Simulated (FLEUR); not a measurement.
# Magnetic state of MnAlGe from several starts, part 2 of 2

A self-consistent run ends on one state, which hangs on the start. Several orders of MnAlGe are started in FLEUR and their energies compared.

FLEUR MaX-R8.1; PBEsol; all-electron FLAPW, Dirac cores, scalar-relativistic bands.

So far. Step 2 (Run 1 (ferro ++)): After 31 cycles the largest moment stands at 1.82 μB.

**3. Run 2 (antiferro +-)**

Another pattern of signs weighs the neighbour shells otherwise.

inp.xml

```
<?xml version="1.0" encoding="UTF-8" standalone="no"?>
<fleurInput fleurInputVersion="0.39">
   <comment>
      MnAlGe
   </comment>
   <calculationSetup>
      <cutoffs Kmax="4.05" Gmax="12.1" GmaxXC="12.1" numbands="0"/>
      <scfLoop itmax="90" minDistance="0.00002" maxIterBroyd="15" imix="Anderson" alpha="0.05" precondParam="0.0" spinf="2.0" sdNocoIR="T"/>
      <coreElectrons ctail="T" frcor="F" kcrel="0" coretail_lmax="0"/>
      <xcFunctional name="PBEs" relativisticCorrections="F"/>
      <magnetism jspins="2"/>
      <soc l_soc="F" theta="0.0" phi="0.0" spav="F"/>
      <expertModes spex="0" secvar="F"/>
      <geometryOptimization l_f="F" forcealpha="1.0" forcemix="BFGS" epsdisp="0.00001" epsforce="0.00001"/>
      <ldaU l_linMix="F" mixParam="0.05" spinf="1.0"/>
   </calculationSetup>
   <cell>
      <bzIntegration valenceElectrons="64.0" mode="hist" fermiSmearingEnergy="0.00183747">
         <kPointListSelection listName="default-1"/>
         <xi:include xmlns:xi="http://www.w3.org/2001/XInclude" href="kpts.xml"> </xi:include>
      </bzIntegration>
      <xi:include xmlns:xi="http://www.w3.org/2001/XInclude" href="sym.xml"> </xi:include>
      <bulkLattice scale="1.0">
         <bravaisMatrix>
            <row-1>    7.3963880516843998     0.0000000000000000     0.0000000000000000</row-1>
            <row-2>    0.0000000000000000     7.3963880516843998     0.0000000000000000</row-2>
            <row-3>    0.0000000000000000     0.0000000000000000    11.2117450972517982</row-3>
         </bravaisMatrix>
      </bulkLattice>
   </cell>
   <atomSpecies>
      <species name="Manganese 3.502" element="Mn" atomicNumber="25">
         <mtSphere radius="2.55" gridPoints="843" logIncrement="0.015"/>
         <atomicCutoffs lmax="10" lnonsphr="8"/>
         <electronConfig flipSpins="F">
            <coreConfig>(1s1/2) (2s1/2) (2p1/2) (2p3/2)</coreConfig>
            <valenceConfig>(3s1/2) (3p1/2) (3p3/2) (4s1/2) (3d3/2) (3d5/2)</valenceConfig>
            <stateOccupation state="(3d3/2)" spinUp="1.251" spinDown="0.749"/>
            <stateOccupation state="(3d5/2)" spinUp="3.0" spinDown="0.0"/>
         </electronConfig>
         <energyParameters s="4" p="4" d="3" f="4"/>
         <lo type="SCLO" l="0" n="3" eDeriv="0"/>
         <lo type="SCLO" l="1" n="3" eDeriv="0"/>
      </species>
      <species name="Manganese -3.502" element="Mn" atomicNumber="25">
         <mtSphere radius="2.55" gridPoints="843" logIncrement="0.015"/>
         <atomicCutoffs lmax="10" lnonsphr="8"/>
         <electronConfig flipSpins="F">
            <coreConfig>(1s1/2) (2s1/2) (2p1/2) (2p3/2)</coreConfig>
            <valenceConfig>(3s1/2) (3p1/2) (3p3/2) (4s1/2) (3d3/2) (3d5/2)</valenceConfig>
            <stateOccupation state="(3d3/2)" spinUp="0.749" spinDown="1.251"/>
            <stateOccupation state="(3d5/2)" spinUp="0.0" spinDown="3.0"/>
         </electronConfig>
         <energyParameters s="4" p="4" d="3" f="4"/>
         <lo type="SCLO" l="0" n="3" eDeriv="0"/>
         <lo type="SCLO" l="1" n="3" eDeriv="0"/>
      </species>
      <species name="Aluminum (Al)" element="Al" atomicNumber="13">
         <mtSphere radius="1.85" gridPoints="613" logIncrement="0.018"/>
         <atomicCutoffs lmax="8" lnonsphr="6"/>
         <electronConfig flipSpins="F">
            <coreConfig>(1s1/2) (2s1/2) (2p1/2) (2p3/2)</coreConfig>
            <valenceConfig>(3s1/2) (3p1/2) (3p3/2)</valenceConfig>
            <stateOccupation state="(3p1/2)" spinUp="0.166667" spinDown="0.166667"/>
            <stateOccupation state="(3p3/2)" spinUp="0.333333" spinDown="0.333333"/>
         </electronConfig>
         <energyParameters s="3" p="3" d="3" f="4"/>
      </species>
      <species name="Germanium (Ge)" element="Ge" atomicNumber="32">
         <mtSphere radius="1.93" gridPoints="639" logIncrement="0.019"/>
         <atomicCutoffs lmax="8" lnonsphr="6"/>
         <electronConfig flipSpins="F">
            <coreConfig>(1s1/2) (2s1/2) (2p1/2) (2p3/2) (3s1/2) (3p1/2) (3p3/2)</coreConfig>
            <valenceConfig>(4s1/2) (3d3/2) (3d5/2) (4p1/2) (4p3/2)</valenceConfig>
            <stateOccupation state="(4p1/2)" spinUp="0.333333" spinDown="0.333333"/>
            <stateOccupation state="(4p3/2)" spinUp="0.666667" spinDown="0.666667"/>
         </electronConfig>
         <energyParameters s="4" p="4" d="3" f="4"/>
      </species>
   </atomSpecies>
   <atomGroups>
      <atomGroup species="Manganese 3.502">
         <relPos label="                   1">.0000000000 .0000000000 .0000000000</relPos>
         <force calculate="T" relaxXYZ="TTT"/>
      </atomGroup>
      <atomGroup species="Manganese -3.502">
         <relPos label="                   2">1.000/2.000 1.000/2.000 .0000000000</relPos>
         <force calculate="T" relaxXYZ="TTT"/>
      </atomGroup>
      <atomGroup species="Aluminum (Al)">
         <relPos label="                   3">1.000/2.000 .0000000000 -.2730000000</relPos>
         <relPos label="                   4">.0000000000 1.000/2.000 .2730000000</relPos>
         <force calculate="T" relaxXYZ="TTT"/>
      </atomGroup>
      <atomGroup species="Germanium (Ge)">
         <relPos label="                   5">1.000/2.000 .0000000000 7.000/25.000</relPos>
         <relPos label="                   6">.0000000000 1.000/2.000 -7.000/25.000</relPos>
         <force calculate="T" relaxXYZ="TTT"/>
      </atomGroup>
   </atomGroups>
   <output dos="F" band="F" slice="F">
      <bandDOS minEnergy="-.5*Htr" maxEnergy="0.5*Htr" sigma="0.015" storeEVData="T"/>
      <plotting iplot="0" polar="F">
         <plot TwoD="T" vec1="  1.0  0.0  0.0" vec2="  0.0  1.0  0.0" vec3="  0.0  0.0  1.0" zero="  0.0  0.0  0.0" file="plot"/>
      </plotting>
      <moessbauerParams electricFieldGradient="F" isomerShift="F" coreHyperfine="F" valenceHyperfine="F"/>
   </output>
</fleurInput>
```

crystal.txt

```
MnAlGe
&input film=F cartesian=F /
3.91400000000  0.00000000000  0.00000000000
0.00000000000  3.91400000000  0.00000000000
0.00000000000  0.00000000000  5.93300000000
1.8897261246
1.0 1.0 1.0

6
25 0.00000000000  0.00000000000  0.00000000000 : 3.502
25 0.50000000000  0.50000000000  0.00000000000 : -3.502
13 0.50000000000  0.00000000000  0.72700000000
13 0.00000000000  0.50000000000  0.27300000000
32 0.50000000000  0.00000000000  0.28000000000
32 0.00000000000  0.50000000000  0.72000000000

&kpt div1=8 div2=8 div3=8 gamma=T /
```

Launch:

```
$ OMP_NUM_THREADS=1 inpgen -f crystal.txt > inpgen.log  # inp.xml is then edited as shown
$ OMP_NUM_THREADS=1 mpirun -n 4 fleur_MPI > fleur.log
```

Log:

```text
[banner, memory and clock lines left out]
Welcome to FLEUR        (www.flapw.de)
      MaX-Release 8.1          (www.max-centre.eu)

 ========== k-point set info ==========
 Selected k-point list: default-1
 k-point list type: mesh
 0 x 0 x 0
 Number of k points: 76

 ------------Calculation Setup---------------------------
 Number of PE/node        :            4
 Number of OMP-threads    :            1
 k-points in parallel     :            4
 pe's per k-point         :            1
 No of k-point loops      :           19
 Eigenvalue solver        :       lapack
 Number of basis functions:          738
 Approximate size of matrices (H+S) per k-point:         0.016 GB
 Iteration:     1   Distance:      15.12400943 me/bohr^3
 Iteration:     2   Distance:      12.70727696 me/bohr^3
 Iteration:     3   Distance:      11.23710993 me/bohr^3
 Iteration:     4   Distance:       8.51817035 me/bohr^3
 Iteration:     5   Distance:       3.87944862 me/bohr^3
 Iteration:     6   Distance:       3.46390369 me/bohr^3
 Iteration:     7   Distance:       1.74990545 me/bohr^3
 Iteration:     8   Distance:       3.49485966 me/bohr^3
 Iteration:     9   Distance:       1.37611467 me/bohr^3
 Iteration:    10   Distance:       1.66792145 me/bohr^3
 Iteration:    11   Distance:       0.73691870 me/bohr^3
 Iteration:    12   Distance:       0.21476815 me/bohr^3
 Iteration:    13   Distance:       0.14496248 me/bohr^3
 Iteration:    14   Distance:       0.05644879 me/bohr^3
 Iteration:    15   Distance:       0.03270615 me/bohr^3
 Iteration:    16   Distance:       0.02665478 me/bohr^3
 Iteration:    17   Distance:       0.02412844 me/bohr^3
 Iteration:    18   Distance:       0.01029285 me/bohr^3
 Iteration:    19   Distance:       0.00857949 me/bohr^3
 Iteration:    20   Distance:       0.00831391 me/bohr^3
 Iteration:    21   Distance:       0.00532043 me/bohr^3
 Iteration:    22   Distance:       0.00155362 me/bohr^3
 Iteration:    23   Distance:       0.00087333 me/bohr^3
 Iteration:    24   Distance:       0.00072280 me/bohr^3
 Iteration:    25   Distance:       0.00020878 me/bohr^3
 Iteration:    26   Distance:       0.00003918 me/bohr^3
 Iteration:    27   Distance:       0.00003656 me/bohr^3
 Iteration:    28   Distance:       0.00000981 me/bohr^3

 ********************************************************************
 Run finished successfully
 Stop message:
   all done
 ********************************************************************

--- out.xml (last complete iteration) ---
<iteration numberForCurrentRun="   28" overallNumber="   28">
         [... left out ...]
         <bandgap value="0.0000018214" units="eV"/>
         <sumValenceSingleParticleEnergies value="-33.4752852671" units="Htr"/>
         <FermiEnergy value="0.3327181526" units="Htr"/>
         <valenceDensity>
            <mtCharges spin="1">
               <mtCharge atomType="1" total="8.3894134" s="1.2401185" p="3.3120032" d="3.8178683" f="0.0163549"/>
               <mtCharge atomType="2" total="6.2143884" s="1.2059680" p="3.2687466" d="1.7175023" f="0.0179341"/>
               <mtCharge atomType="3" total="0.3461736" s="0.1730086" p="0.1484045" d="0.0230623" f="0.0014972"/>
               <mtCharge atomType="4" total="5.6783361" s="0.3860211" p="0.3550517" d="4.9350079" f="0.0019877"/>
            </mtCharges>
            <mtCharges spin="2">
               <mtCharge atomType="1" total="6.2143884" s="1.2059680" p="3.2687466" d="1.7175023" f="0.0179341"/>
               <mtCharge atomType="2" total="8.3894134" s="1.2401185" p="3.3120032" d="3.8178683" f="0.0163549"/>
               <mtCharge atomType="3" total="0.3461736" s="0.1730086" p="0.1484045" d="0.0230623" f="0.0014972"/>
               <mtCharge atomType="4" total="5.6783361" s="0.3860211" p="0.3550517" d="4.9350079" f="0.0019877"/>
            </mtCharges>
            <spinDependentCharge spin="1" total="32.0000000" interstitial="5.3471787" mtSpheres="26.6528213"/>
            <spinDependentCharge spin="2" total="32.0000000" interstitial="5.3471787" mtSpheres="26.6528213"/>
            <totalCharge value="64.0000000000"/>
         </valenceDensity>
         [... left out ...]
         <magneticMomentsInMTSpheres units="muBohr">
            <globalMagMoment atomType="1" vec="0.00000   0.00000   2.17503"/>
            <localMagMoment atomType="1" vec="0.00000   0.00000   2.17503"/>
            <globalMagMoment atomType="2" vec="0.00000   0.00000  -2.17503"/>
            <localMagMoment atomType="2" vec="0.00000   0.00000  -2.17503"/>
            <globalMagMoment atomType="3" vec="0.00000   0.00000   0.00000"/>
            <localMagMoment atomType="3" vec="0.00000   0.00000   0.00000"/>
            <globalMagMoment atomType="4" vec="0.00000   0.00000   0.00000"/>
            <localMagMoment atomType="4" vec="0.00000   0.00000   0.00000"/>
         </magneticMomentsInMTSpheres>
         [... left out ...]
         <totalEnergy value="    -6994.9436240746" units="Htr">
            <sumOfEigenvalues value="    -4007.2527688903">
               <coreElectrons value="-3973.7774836232"/>
               <valenceElectrons value="-33.4752852671"/>
            </sumOfEigenvalues>
            <densityCoulombPotentialIntegral value="-10733.1555472712"/>
            <densityEffectivePotentialIntegral value="-11119.8102643507"/>
            <chargeDenXCDenIntegral value="-295.1672625013"/>
            <FockExchangeEnergyValence value="0.0000000000"/>
            <FockExchangeEnergyCore value="0.0000000000"/>
         [... left out ...]
            <tkbTimesEntropy value="0.0013208104"/>
            <freeEnergy value="-6994.9449448850"/>
            <extrapolationTo0K value="-6994.9442844798"/>
         </totalEnergy>
         <densityConvergence units="me/bohr^3">
            <chargeDensity spin="1" distance="0.0000067362"/>
            <chargeDensity spin="2" distance="0.0000067379"/>
            <overallChargeDensity distance="0.0000092369"/>
            <spinDensity distance="0.0000098097"/>
         </densityConvergence>
      </iteration>
```

The job ended after 8 min (4 MPI ranks of Arm Neoverse V2, shared host; peak memory 0.53 GiB; 32 min of CPU time).

Spin moment in the muffin-tin sphere by atom:

```csv
atom,spin moment in the muffin-tin sphere (μB)
Mn1,2.17
Mn2,-2.17
Al3,0.00
Al4,0.00
Ge5,0.00
Ge6,0.00
```

Numbers from this step:

```yaml
free_energy: -190342.1487 eV
program_s_band_gap_on_this_mesh_in_a_metal_only_a_level_spacing: 1.82e-6 eV
magnetization: 0 μB
final_state: antiferromagnetic
```

It lies 159 meV a seeded atom over the first start, and its largest moment is 2.18 μB against 1.82 μB.

**4. Start 3: no spin polarisation**

Without spin polarisation no moment can form, so the difference from the other runs is what forming moments gains.

inp.xml: that of step 3 with these lines changed.

```diff
@@ -10,3 +10,3 @@
       <xcFunctional name="PBEs" relativisticCorrections="F"/>
-      <magnetism jspins="2"/>
+      <magnetism jspins="1"/>
       <soc l_soc="F" theta="0.0" phi="0.0" spav="F"/>
@@ -31,3 +31,3 @@
    <atomSpecies>
-      <species name="Manganese 3.502" element="Mn" atomicNumber="25">
+      <species name="Manganese (Mn)" element="Mn" atomicNumber="25">
          <mtSphere radius="2.55" gridPoints="843" logIncrement="0.015"/>
@@ -37,17 +37,4 @@
             <valenceConfig>(3s1/2) (3p1/2) (3p3/2) (4s1/2) (3d3/2) (3d5/2)</valenceConfig>
-            <stateOccupation state="(3d3/2)" spinUp="1.251" spinDown="0.749"/>
-            <stateOccupation state="(3d5/2)" spinUp="3.0" spinDown="0.0"/>
-         </electronConfig>
-         <energyParameters s="4" p="4" d="3" f="4"/>
-         <lo type="SCLO" l="0" n="3" eDeriv="0"/>
-         <lo type="SCLO" l="1" n="3" eDeriv="0"/>
-      </species>
-      <species name="Manganese -3.502" element="Mn" atomicNumber="25">
-         <mtSphere radius="2.55" gridPoints="843" logIncrement="0.015"/>
-         <atomicCutoffs lmax="10" lnonsphr="8"/>
-         <electronConfig flipSpins="F">
-            <coreConfig>(1s1/2) (2s1/2) (2p1/2) (2p3/2)</coreConfig>
-            <valenceConfig>(3s1/2) (3p1/2) (3p3/2) (4s1/2) (3d3/2) (3d5/2)</valenceConfig>
-            <stateOccupation state="(3d3/2)" spinUp="0.749" spinDown="1.251"/>
-            <stateOccupation state="(3d5/2)" spinUp="0.0" spinDown="3.0"/>
+            <stateOccupation state="(3d3/2)" spinUp="1.000000" spinDown="1.000000"/>
+            <stateOccupation state="(3d5/2)" spinUp="1.500000" spinDown="1.500000"/>
          </electronConfig>
@@ -81,8 +68,5 @@
    <atomGroups>
-      <atomGroup species="Manganese 3.502">
-         <relPos label="                   1">.0000000000 .0000000000 .0000000000</relPos>
-         <force calculate="T" relaxXYZ="TTT"/>
-      </atomGroup>
-      <atomGroup species="Manganese -3.502">
-         <relPos label="                   2">1.000/2.000 1.000/2.000 .0000000000</relPos>
+      <atomGroup species="Manganese (Mn)">
+         <relPos label="                   1">-1.000/4.000 -1.000/4.000 .0000000000</relPos>
+         <relPos label="                   2">1.000/4.000 1.000/4.000 .0000000000</relPos>
          <force calculate="T" relaxXYZ="TTT"/>
@@ -90,4 +74,4 @@
       <atomGroup species="Aluminum (Al)">
-         <relPos label="                   3">1.000/2.000 .0000000000 -.2730000000</relPos>
-         <relPos label="                   4">.0000000000 1.000/2.000 .2730000000</relPos>
+         <relPos label="                   3">1.000/4.000 -1.000/4.000 -.2730000000</relPos>
+         <relPos label="                   4">-1.000/4.000 1.000/4.000 .2730000000</relPos>
          <force calculate="T" relaxXYZ="TTT"/>
@@ -95,4 +79,4 @@
       <atomGroup species="Germanium (Ge)">
-         <relPos label="                   5">1.000/2.000 .0000000000 7.000/25.000</relPos>
-         <relPos label="                   6">.0000000000 1.000/2.000 -7.000/25.000</relPos>
+         <relPos label="                   5">1.000/4.000 -1.000/4.000 7.000/25.000</relPos>
+         <relPos label="                   6">-1.000/4.000 1.000/4.000 -7.000/25.000</relPos>
          <force calculate="T" relaxXYZ="TTT"/>
```

crystal.txt: that of step 3 with these lines changed.

```diff
@@ -9,4 +9,4 @@
 6
-25 0.00000000000  0.00000000000  0.00000000000 : 3.502
-25 0.50000000000  0.50000000000  0.00000000000 : -3.502
+25 0.00000000000  0.00000000000  0.00000000000
+25 0.50000000000  0.50000000000  0.00000000000
 13 0.50000000000  0.00000000000  0.72700000000
```

Log:

```text
[banner, memory and clock lines left out]
Welcome to FLEUR        (www.flapw.de)
      MaX-Release 8.1          (www.max-centre.eu)

 ========== k-point set info ==========
 Selected k-point list: default-1
 k-point list type: mesh
 0 x 0 x 0
 Number of k points: 76

 [... set-up left out ...]
 Iteration:     1   Distance:      21.03082123 me/bohr^3
 Iteration:     2   Distance:       9.14968711 me/bohr^3
 Iteration:     3   Distance:       8.49010909 me/bohr^3
 Iteration:     4   Distance:       4.42574866 me/bohr^3
 Iteration:     5   Distance:       3.28258245 me/bohr^3
[...]
<FermiEnergy value="0.3249725073" units="Htr"/>
         [... left out ...]
         <totalEnergy value="    -6994.9339896402" units="Htr">
            <sumOfEigenvalues value="    -4007.4888264716">
               <coreElectrons value="-3974.0509639954"/>
               <valenceElectrons value="-33.4378624762"/>
            </sumOfEigenvalues>
         [... left out ...]
            <freeEnergy value="-6994.9365156681"/>
            <extrapolationTo0K value="-6994.9352526542"/>
         </totalEnergy>
         <densityConvergence units="me/bohr^3">
            <chargeDensity spin="1" distance="0.0000166220"/>
         </densityConvergence>
      </iteration>
```

Wall time 79 s (4 MPI ranks); peak memory 0.33 GiB.

Numbers from this step:

```
free energy                                                       : -190341.9193 eV
program's band gap on this mesh (in a metal only a level spacing) : 0.003519 eV
final state                                                       : non-magnetic (no spin polarisation)
```

It lies 274 meV a seeded atom over the first start.

**5. Energies of the orders**

Free energies are divided by the number of seeded atoms.

Orders:

```csv
start,final state,typed order kept,energy over the lowest (meV a seeded atom),largest sphere moment (μB),net moment (μB a primitive cell),mesh matched,CPU time (s)
ferro ++,ferromagnetic,yes,0,1.816,3.436,yes,914.1
antiferro +-,antiferromagnetic,yes,159.2,2.175,0,yes,1911
no spin polarisation,non-magnetic,-,273.9,0,0,yes,316.4
```

**6. Results**

```json
{
 "lowest state found": "ferromagnetic (typed ferro ++)",
 "largest site spin moment": "1.82 μB",
 "next finished state": "antiferromagnetic, 159 meV a seeded atom higher",
 "energy gained by spin polarisation": "274 meV a seeded atom"
}
```

The lowest state found is ferromagnetic, reached from the start ferro ++, with moments up to 1.82 μB. The next finished state costs 159 meV a seeded atom. This is the lowest of 3 finished starts, no proof of the ground state. Core electrons leak out of the spheres (0.029 e), which costs some accuracy.

[Logs and program files are shortened in this print: banners, set-up blocks, solver, clock and traceback lines can be left out without a mark of their own.]

[Logs are printed without paths, hosts, clocks, repeated set-up lines and the standing remarks that a program may print on its own settings, such as how far it seeks lower states.]

[Hosts, paths, dates, database ids (printed as entryN), source tags and the programs' standing remarks are cut or masked in the printed files.]

[Where a cell is said to come from a database of computed structures, the database is the Materials Project.]
